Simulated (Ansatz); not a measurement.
An input for Ansatz 0.2.0 (LiMgBN2 (I-4m2)):

```yaml
crystal:
  lattice:
    - [-1.909656, 1.909656, 4.57682766]
    - [1.909656, -1.909656, 4.57682766]
    - [1.909656, 1.909656, -4.57682766]
  atoms:
    - { symbol: Li, position: [0.25, 0.75, 0.5] }
    - { symbol: Mg, position: [0.75, 0.25, 0.5] }
    - { symbol: B, position: [0.5, 0.5, 0.0] }
    - { symbol: "N", position: [0.647714616, 0.647714616, 0.0] }
    - { symbol: "N", position: [0.352285384, 0.352285384, 0.0] }
kpoints:
  mp_grid: { grid: [6, 6, 6] }
hamiltonian:
  xc: pbe
  pseudopotentials: { kind: paw, azcp: { folder: soft_1 } }
scf:
  occupations: { method: fixed }
gw:
  n_empty_bands: 243
  ecut_chi: 140
  qp_bands: [v2, c2]
  qp_kpoints: band_edges
  screening: { model: contour_deformation }
```

```sh
ansatz run input.yaml --threads 2 --pin off --max-ram 92160MiB --backend cuda --events-out ev --progress --plain --runs-dir out --devices 1 --max-vram 13GiB
```

Estimate wall time and host memory on 1 × NVIDIA H100 80GB HBM3 (shared by 6 runs) with 2 threads of AMD EPYC 7R13 (Zen 3), shared host.

It took 54 s; on shared hardware allow 27 s to 1.8 min. Peak host memory was 1.5 GiB. The sizes that set the cost: 1307 plane waves a state, 30 irreducible k points, 256 bands summed, 269 plane waves in the screening and 8 SCF cycles.

The screening grows as filled bands × empty bands × pairs of k points, times the square of the screening basis for the matrix.

[Paths, hosts, dates, memory and timing lines, banners, echoed tables and standing remarks are left out of the program output.]

[Logs are printed without paths, hosts, clocks, repeated set-up lines and the standing remarks that a program may print on its own settings, such as how far it seeks lower states.]

[Runs of the session that timed out or met a known fault of the program may be left out.]

[Cells called generated may have been cut or substituted from an entry of the Crystallography Open Database or the Materials Project.]

[Hosts, paths, dates, database ids (printed as entryN), source tags and the programs' standing remarks are cut or masked in the printed files.]
